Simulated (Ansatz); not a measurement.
G0W0 rungs for AlH3 (Fd-3m).

```xyz
16
Lattice="0.0000 4.4894 4.4894 4.4894 0.0000 4.4894 4.4894 4.4894 0.0000" Properties=species:S:1:pos:R:3 pbc="T T T"
Al    1.1223    3.3670    3.3670
Al    3.3670    1.1223    3.3670
Al    3.3670    3.3670    1.1223
Al    1.1223    1.1223    1.1223
H     4.4894    4.4894    7.2287
H     4.4894    4.4894    1.7500
H     4.4894    7.2287    4.4894
H     4.4894    1.7500    4.4894
H     7.2287    4.4894    4.4894
H     1.7500    4.4894    4.4894
H     2.2447    2.2447    3.9947
H     2.2447    2.2447    0.4946
H     2.2447    3.9947    2.2447
H     2.2447    0.4946    2.2447
H     3.9947    2.2447    2.2447
H     0.4946    2.2447    2.2447
```

The cell and positions are those that the Materials Project relaxed with its own functionals (PBE, PBE+U or r2SCAN), kept fixed. PAW set soft_2, made with PBE.

Runs so far (Ansatz 0.2.0, start LDA, default PAW files, 4×4×4 mesh). Times are wall times on 1 × NVIDIA H100 80GB HBM3 (shared by 6 runs) with 3 threads of AMD EPYC 7R13 (Zen 3), shared host, good to a factor of about two.

```
bands summed  cutoff (eV)  gap on the mesh (eV)  time
         148           48                 4.748  11 s
         398           96                 5.054  15 s
```

Question: What should the next rung give, with 843 bands and screening to 160 eV, and where is the limit?

The error falls about as one over the bands when the cutoff rises with them. A line through the two highest rungs given predicts 5.149 eV; the run gave 5.214 eV, a miss of 0.065 eV, so the law fails here: the steps don't follow it yet. The two highest rungs put the limit near 5.358 eV, the pair below near 5.234 eV; neither can be trusted until a further rung is run.

Gaps are over the mesh's points; an edge off the mesh would be missed. Limits: not at the basis limit.

[Paths, hosts, dates, memory and timing lines, banners, echoed tables and standing remarks are left out of the program output.]

[Logs are printed without paths, hosts, clocks, repeated set-up lines and the standing remarks that a program may print on its own settings, such as how far it seeks lower states.]

[Runs of the session that timed out or met a known fault of the program may be left out.]

[Cells called generated may have been cut or substituted from an entry of the Crystallography Open Database or the Materials Project.]

[Hosts, paths, dates, database ids (printed as entryN), source tags and the programs' standing remarks are cut or masked in the printed files.]
